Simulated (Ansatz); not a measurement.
# What LiHIF (built on the sites of a database entry of LiHF2) distorts into

Wanted: the energy along a soft mode of LiHIF (built on the sites of a database entry of LiHF2) and the structure at the end.

Main program and level: Ansatz 0.2.0; DFT PBEsol, scalar-relativistic, plane waves, PAW.

Report form: the programs' logs are mostly left out.

The structure was built from a prototype and need not be the compound's stable phase.

### Step 1. Starting point

Symmetry: R3m, No. 160, trigonal system. The conventional cell has a = 4.225 Å, b = 4.225 Å, c = 17.375 Å, α = 90.00°, β = 90.00°, γ = 120.00°. Nearest to Li lie 3 I at 2.74 Å and 3 F at 2.79 Å. Nearest to H lie 1 F at 0.98 Å. Nearest to F lie 1 H at 0.98 Å. I has 1 H at 2.22 Å and 3 Li at 2.74 Å nearest. Farther neighbours and most contacts between anions are not listed.

### Step 2. Response at finite wavevector

The cell comes from relaxations at this level that are not shown. Stability and thermal properties need the whole zone. Linear response on a 3×3×3 q mesh gives force constants as far as a supercell of that size would, and the tensors from the zone-centre run are typed in so that the long-range dipole term is interpolated apart.

input.yaml

```yaml
crystal:
  lattice:
    - [2.1125765614, 1.2196984836, 5.7916167841]
    - [-2.1125765614, 1.2196984836, 5.7916167841]
    - [0.0, -2.4393914556, 5.7916179448]
  atoms:
    - { symbol: Li, position: [0.0066020205, 0.0066020205, 0.0066020205] }
    - { symbol: H, position: [0.4740983944, 0.4740983944, 0.4740983944] }
    - { symbol: F, position: [0.4175124216, 0.4175124216, 0.4175124216] }
    - { symbol: I, position: [0.6017871637, 0.6017871637, 0.6017871637] }
kpoints:
  mp_grid: { grid: [6, 6, 6] }
hamiltonian:
  xc: pbesol
scf:
  occupations: { method: fixed }
output:
  eigenvalues: true
phonons:
  method: dfpt
  qmesh: [3, 3, 3]
  temperatures: { t_max: 1000, t_step: 50 }
  qpath:
    path:
      - [[0.0, 0.0, 0.0], [-0.5, -0.5, -0.5], [-0.5, -0.19623404, -0.80376596]]
      - [[-0.19623404, 0.19623404, -0.5], [0.0, 0.0, -0.5], [0.0, 0.0, 0.0], [0.0, 0.34811702, -0.34811702]]
      - [[-0.34811702, 0.0, -0.65188298], [-0.5, 0.0, -0.5], [0.0, 0.0, 0.0]]
    npoints: 10
  non_analytic_term:
    high_frequency_dielectric_tensor: [[2.6987, 0.0, 0.0], [0.0, 2.6987, 0.0], [0.0, 0.0, 2.6583]]
    born_effective_charges:
      - { species: Li, tensor: [[1.1548, 0.0, 0.0], [0.0, 1.1548, 0.0], [0.0, 0.0, 0.9356]] }
      - { species: H, tensor: [[0.1927, 0.0, 0.0], [0.0, 0.1927, 0.0], [0.0, 0.0, 2.0842]] }
      - { species: F, tensor: [[-0.4922, 0.0, 0.0], [0.0, -0.4922, 0.0], [0.0, 0.0, -2.0193]] }
      - { species: I, tensor: [[-0.8553, 0.0, 0.0], [0.0, -0.8553, 0.0], [0.0, 0.0, -1.0005]] }
    source: "zone-centre run at this cell"
```

Run with:

```sh
> ansatz run input.yaml --threads 4 --pin off --max-ram 7168MiB --backend cpu --events-out ev --progress --plain --runs-dir out
```

Run time: 7.9 min. Hardware: 4 threads of Arm Neoverse V1, shared host; peak memory 1.2 GiB; 31 min of CPU time.

Numbers from this step:

```yaml
gap_on_the_k_mesh: 3.472 eV
volume_per_atom: 22.38 Å³
sum_rule_residual_before_enforcement: 1.07e-5 eV/Å²
lowest_frequency_on_the_path: -80.12 cm⁻¹
point_group: 3m
highest_frequency_on_the_path_or_at_a_solved_wavevector: 3133 cm⁻¹
highest_optical_mode_at_the_zone_centre_no_lo_to_term: 2980 cm⁻¹
lowest_optical_zone_centre_mode: -58.05 cm⁻¹
lowest_mode_on_the_q_mesh_acoustic_modes_at_gamma_apart: -75.73 cm⁻¹
```

Frequencies (cm⁻¹) solved at each irreducible wavevector; negative means imaginary. Frequencies by wavevector, by row:

```
q in reciprocal lattice units  star  mode 1  mode 2  mode 3  mode 4  mode 10  mode 11  mode 12
                        0 0 0     1     -58     -58       0       0    657.9    657.9     2980
                   0 0 0.3333     6   -71.2   -69.4    38.3    48.4    662.4    687.7     2982
              0 0.3333 0.3333     6   -70.3   -66.8    42.9    50.8    665.2    687.3     3004
             0 0.3333 -0.3333     6   -75.7   -72.5    54.7    62.6    681.9    683.1     2988
         0.3333 0.3333 0.3333     2   -54.2   -54.2     8.2     8.2    660.8    660.8     3132
        0.3333 0.3333 -0.3333     6   -69.8   -64.5    50.6    58.6    665.2    689.9     3024
```

Interpolated from a 3×3×3 q mesh, with the LO-TO term (at Γ the limit along the path; where Γ stands inside the path, tables give the limit on arrival). The phonon branches at the labelled points (cm⁻¹):

```
     point  branch 1  branch 2  branch 3  branch 4  branch 9  branch 10  branch 11  branch 12
         Γ       -58       -58         0         0       288        658        658       3133
   halfway       -56       -56         8         8       292        660        660       3132
         T       -52       -52         7         7       295        662        662       3132
   halfway       -68       -52        40        58       264        666        682       3047
        H2       -77       -71        54        64       268        680        686       2993
jump to H0       -77       -71        54        64       268        680        686       2993
   halfway       -79       -69        42        67       293        672        690       2982
         L       -80       -73        48        54       311        664        695       2981
   halfway       -69       -58        28        41       306        661        680       2984
         Γ       -58       -32         0         0       301        658        666       2987
   halfway       -73       -57        27        40       301        664        682       2978
        S0       -76       -72        56        62       269        681        684       2990
jump to S2       -76       -72        56        62       269        681        684       2990
   halfway       -79       -70        51        60       268        672        693       3001
         F       -80       -73        52        58       271        667        696       3007
   halfway       -68       -56        34        43       287        663        679       3003
         Γ       -58       -36         0         0       299        658        665       3004
```

Symmetry leaves 6 wavevectors to solve. The lowest mode among them, the acoustic zeros apart, lies at q = (0, 0.333, -0.333) and is imaginary, 75.7i cm⁻¹, so the energy falls along it. Between them the interpolated path dips to 80i cm⁻¹.

### Step 3. The mode frozen in, largest atomic shift 0 Å

The mode followed lies at q = (0, 0.333, -0.333) with frequency 72.5i cm⁻¹, one of the unstable modes though not the softest. At small amplitude the distorted cell has space group no. 8 by a symmetry search on the positions. The undistorted cell that holds it gives the zero of energy on the same k mesh.

System of this step: LiHIF (built on the sites of a database entry of LiHF2). The structure is trigonal, space group R3m (No. 160). Conventional cell: a = 4.225 Å, b = 4.225 Å, c = 17.375 Å, α = 90.00°, β = 90.00°, γ = 120.00°. Nearest to Li lie 3 I at 2.74 Å and 3 F at 2.79 Å. Nearest to H lie 1 F at 0.98 Å. Nearest to F lie 1 H at 0.98 Å. Nearest to I lie 1 H at 2.22 Å and 3 Li at 2.74 Å. Farther neighbours and most contacts between anions are not listed.

input.yaml

```yaml
crystal:
  lattice:
    - [-2.1125765614, -1.2196984836, -5.7916167841]
    - [0.0, -7.3181798786, 2.3215e-06]
    - [-6.3377296843, -3.6590899393, 1.1607e-06]
  atoms:
    - { symbol: Li, position: [0.9801939385, 0.6666666667, 0.6732686872] }
    - { symbol: Li, position: [0.9801939385, 0.3333333333, 0.3399353538] }
    - { symbol: Li, position: [0.9801939385, 1.0, 0.0066020205] }
    - { symbol: H, position: [0.5777048169, 0.6666666667, 0.140765061] }
    - { symbol: H, position: [0.5777048169, 0.3333333333, 0.8074317277] }
    - { symbol: H, position: [0.5777048169, 0.0, 0.4740983944] }
    - { symbol: F, position: [0.7474627352, 0.6666666667, 0.0841790883] }
    - { symbol: F, position: [0.7474627352, 0.3333333333, 0.7508457549] }
    - { symbol: F, position: [0.7474627352, 1.0, 0.4175124216] }
    - { symbol: I, position: [0.194638509, 0.6666666667, 0.2684538303] }
    - { symbol: I, position: [0.194638509, 0.3333333333, 0.935120497] }
    - { symbol: I, position: [0.194638509, 1.0, 0.6017871637] }
kpoints:
  mp_grid: { grid: [4, 4, 4] }
hamiltonian:
  xc: pbesol
scf:
  occupations: { method: gaussian, width: 0.02 }
output:
  forces: true
  stress: true
  eigenvalues: true
```

Wall time 7.3 s (4 threads); peak memory 0.72 GiB.

Numbers from this step:

| Property | Result |
| --- | --- |
| pressure | 2.36e-4 GPa |
| energy from the undistorted cell | 0 meV/atom |

At this level the gap is 3.47 eV on the k-mesh of the self-consistent run, which can miss the band edges.

### Step 4. The mode frozen in, largest atomic shift 0.6 Å

The atoms are moved along the unstable eigenvector, the largest shift by 0.6 Å, with the cell fixed.

input.yaml

```yaml
crystal:
  lattice:
    - [-2.1125765614, -1.2196984836, -5.7916167841]
    - [0.0, -7.3181798786, 2.3215e-06]
    - [-6.3377296843, -3.6590899393, 1.1607e-06]
  atoms:
    - { symbol: Li, position: [1.0273276395, 0.6588606934, 0.6625646651] }
    - { symbol: Li, position: [0.8859258695, 0.3333331814, 0.3691496539] }
    - { symbol: Li, position: [1.0273300162, 1.0078058421, -0.0119086458] }
    - { symbol: H, position: [0.5764246229, 0.6056937094, 0.1928597996] }
    - { symbol: H, position: [0.5802652231, 0.3333321463, 0.7642154956] }
    - { symbol: H, position: [0.5764246977, 0.0609741442, 0.4652183202] }
    - { symbol: F, position: [0.7461227213, 0.5795667412, 0.160285597] }
    - { symbol: F, position: [0.7501427821, 0.3333316377, 0.6857330501] }
    - { symbol: F, position: [0.7461226537, 1.0870984614, 0.4065213786] }
    - { symbol: I, position: [0.1924773779, 0.6614005878, 0.2684140319] }
    - { symbol: I, position: [0.1989608018, 0.3333332308, 0.9404662617] }
    - { symbol: I, position: [0.192477269, 1.0052659904, 0.5964811959] }
kpoints:
  mp_grid: { grid: [4, 4, 4] }
hamiltonian:
  xc: pbesol
scf:
  occupations: { method: gaussian, width: 0.02 }
output:
  forces: true
  stress: true
  eigenvalues: true
```

Run time: 7.8 s. Hardware: 4 threads; peak memory 0.72 GiB; 30 s of CPU time.

Numbers from this step:

```
pressure                         : 0.08707 GPa
gap on the k-mesh                : 3.442 eV
energy from the undistorted cell : -16.17 meV/atom
```

The energy, extrapolated to zero smearing, is -16.17 meV/atom against the undistorted cell.

The run ends at a pressure of 0.09 GPa, with forces up to 0.65 eV/Å.

### Step 5. Energy along the mode, all amplitudes (two of the runs are shown above)

An imaginary frequency means negative curvature, so the energy should fall and then rise again as anharmonic terms take over.

This step gave:

```
depth at the lowest point sampled  : 16.17 meV/atom
largest atomic shift at that point : 0.6 Å
```

Energy from the parent against largest shift of an atom, one sign:

| largest shift of an atom, one sign (Å) | energy from the parent (meV/atom) |
| --- | --- |
| 0.000 | 0 |
| 0.040 | -0.083 |
| 0.080 | -0.342 |
| 0.140 | -1.09 |
| 0.220 | -2.79 |
| 0.320 | -6.03 |
| 0.450 | -11.4 |
| 0.600 | -16.2 |

Displacement at unit largest shift by atom:

```
atom  x (Å)  y (Å)  z (Å)  size
 Li1  -0.05   0.07  -0.46  0.46
 Li2   0.02   0.01   0.91  0.91
 Li3   0.03  -0.08  -0.46  0.46
  H4  -0.55   0.43   0.01  0.69
  H5   0.45   0.26  -0.03  0.52
  H6   0.10  -0.69   0.01  0.69
  F7  -0.80   0.60   0.01  1.00
  F8   0.68   0.39  -0.03  0.78
  F9   0.12  -0.99   0.01  1.00
 I10   0.01   0.07   0.02  0.07
 I11  -0.07  -0.04  -0.04  0.09
 I12   0.06  -0.03   0.02  0.07
```

The lowest of the steps tried is the last one, at 0.6 Å, 16.2 meV/atom below the parent; the bottom of the well need not coincide with a step.

### Step 6. Relaxation from the frozen mode

Starting from the lowest point found, all atoms and the cell are let go, so that strain and other modes of the same symmetry can join in.

Changes to input.yaml since step 4:

```diff
@@ -23,3 +23,3 @@
 scf:
-  occupations: { method: gaussian, width: 0.02 }
+  occupations: { method: fixed }
 output:
@@ -28 +28,6 @@
   eigenvalues: true
+relax:
+  adjacent_minimum: "off"
+  f_tol: 0.002
+  max_steps: 120
+  cell: { stress_tol: 0.03 }
```

It took 7.4 min on 4 threads; peak memory 0.85 GiB.

Step by step (22 of 40):

```
step  energy less that of the first step (eV)  largest force component (eV/Å)  pressure (GPa)  volume (Å³)
   1                                   0.0000                          0.6486            0.09       268.62
   3                                  -0.0782                          0.3083           -0.05       276.88
   5                                  -0.1389                          0.1416            0.07       287.84
   7                                  -0.1424                          0.0203            0.00       295.21
   8                                  -0.1425                          0.0074            0.00       295.40
  10                                  -0.1424                          0.0131           -0.01       295.65
  12                                  -0.1432                          0.0025            0.00       295.17
  14                                  -0.1435                          0.0074           -0.01       294.94
  16                                  -0.1440                          0.0015            0.00       294.56
 18*                                  -0.1968                          0.0064            0.27       294.50
  20                                  -0.1747                          0.2632           -0.10       309.37
  21                                  -0.1951                          0.0268            0.02       303.87
  23                                  -0.1950                          0.0435            0.01       304.77
  25                                  -0.1958                          0.0038            0.00       304.72
  27                                  -0.1960                          0.0011            0.00       304.56
  29                                  -0.1961                          0.0022            0.00       304.41
 31*                                  -0.2098                          0.0029            0.07       304.45
  33                                  -0.2075                          0.0111            0.01       307.16
  34                                  -0.2068                          0.0065            0.00       307.86
  36                                  -0.2066                          0.0059           -0.01       308.16
  38                                  -0.2068                          0.0022            0.00       308.03
 40*                                  -0.2109                          0.0008            0.01       307.98
```

Relaxation steps marked * repeat the geometry before them on a plane-wave basis chosen anew for their cell, so energy and pressure can jump there. Other such steps can lie between the rows shown. Relaxation steps 2, 20, 22, 29 were tried and not accepted.

Forces are held to the 2 operations that the run works with; a distortion that breaks them can't arise in this run.

| cell as run | before | after | change |
| --- | --- | --- | --- |
| a (Å) | 6.284 | 6.365 | +1.3 % |
| b (Å) | 7.318 | 7.733 | +5.7 % |
| c (Å) | 7.318 | 7.685 | +5.0 % |
| α (°) | 60.00 | 60.21 | +0.3 % |
| β (°) | 67.16 | 69.76 | +3.9 % |
| γ (°) | 78.81 | 80.10 | +1.6 % |
| volume (Å³/atom) | 22.38 | 25.67 | +14.7 % |

The atoms that moved most (Å, as changes of fractional coordinates times the final cell):

| atom | dx | dy | dz | length |
| --- | --- | --- | --- | --- |
| Li1 | -0.018 | -0.063 | -0.586 | 0.589 |
| Li3 | -0.064 | 0.016 | -0.586 | 0.589 |
| F8 | 0.301 | 0.174 | 0.205 | 0.403 |
| Li2 | -0.038 | -0.022 | 0.261 | 0.264 |
| F7 | -0.147 | 0.111 | 0.189 | 0.264 |
| F9 | 0.023 | -0.183 | 0.189 | 0.264 |
| H5 | 0.192 | 0.111 | 0.115 | 0.250 |
| H4 | -0.110 | 0.110 | 0.137 | 0.208 |

The relaxed structure:

```
Li H F I
1.0
    -2.06021   -1.18947   -5.90347
     0.02944   -7.73224    0.11466
    -6.65216   -3.84063    0.22932
Li H F I
3 3 3 3
Direct
  0.12560 0.66565 0.63492
  0.84249 0.33333 0.38829
  0.12560 0.00102 0.96724
  0.55364 0.58324 0.21636
  0.55989 0.33333 0.74163
  0.55364 0.08343 0.46627
  0.71491 0.55424 0.19194
  0.71413 0.33333 0.65167
  0.71491 0.11242 0.41285
  0.18859 0.64906 0.28127
  0.21801 0.33333 0.95057
  0.18859 0.01761 0.59700
```

This step gave:

```
pressure          : 0.009095 GPa
gap on the k-mesh : 4.125 eV
volume per atom   : 25.67 Å³
```

The distorted start has space group Cm; the relaxation ends in Cm.

### Step 7. The phases reached

The phases reached along the modes that were followed are set side by side.

Energies are those of the first relaxation, on the mesh of the frozen mode; space group, volume and gap are those of the last relaxation. Phases, by row:

```csv
mode frozen in,space group,energy from parent (meV/atom),volume (Å³/atom),gap on mesh (eV),lowest zone-centre optical mode (cm⁻¹),largest shift (Å)
parent,R3m,0,22.39,3.472,–,–
"q = (0, 0.333, -0.333), 76i cm⁻¹",Cm,-55.25,21.48,4.053,–,1.157
"q = (0, 0.333, -0.333), 72i cm⁻¹",Cm,-33.75,25.67,4.125,–,0.869
```

### Step 8. Results

* unstable mode of the parent: q = (0, 0.333, -0.333), 72i cm⁻¹
* depth at the lowest point sampled: 16.2 meV/atom
* largest atomic shift at that point: 0.6 Å
* space group reached (within 0.01 Å): Cm
* energy gained over the parent (first relaxation, on the mesh of the frozen mode): 33.7 meV/atom
* volume per atom, phase reached: 25.7 Å³
* gap on the k-mesh, phase reached: 4.12 eV

Along this mode the structure falls into Cm, 33.7 meV/atom below the parent. At the parent's cell the well is 16.17 meV/atom deep on the steps tried, with its lowest point at a shift of 0.6 Å. That is the last step tried, so the steps alone don't bracket the bottom of the well. Relaxing atoms and cell changes the gain by +17.58 meV/atom against the lowest step (energies at zero smearing). The modes of the phase reached were not computed on this path. Of the 2 patterns followed to their end from this parent, this one ends 21.5 meV/atom above the lowest, Cm. Each path keeps the symmetry of its pattern, so a lower phase may lie along a pattern not tried. The program warns that the interpolation holds no quadrupole term, so branches close to Γ can be off in this crystal. The volume moved by more than a tenth on the k mesh of the start, so the energy gain is rough. Spin-orbit coupling is left out, which can matter for the heavy elements here. The starting cell was built on a prototype and not taken from a measurement, so the phase need not exist.

[Logs are printed without paths, hosts, clocks, repeated set-up lines and the standing remarks that a program may print on its own settings, such as how far it seeks lower states.]

[Hosts, paths, dates, database ids (printed as entryN), source tags and the programs' standing remarks are cut or masked in the printed files.]
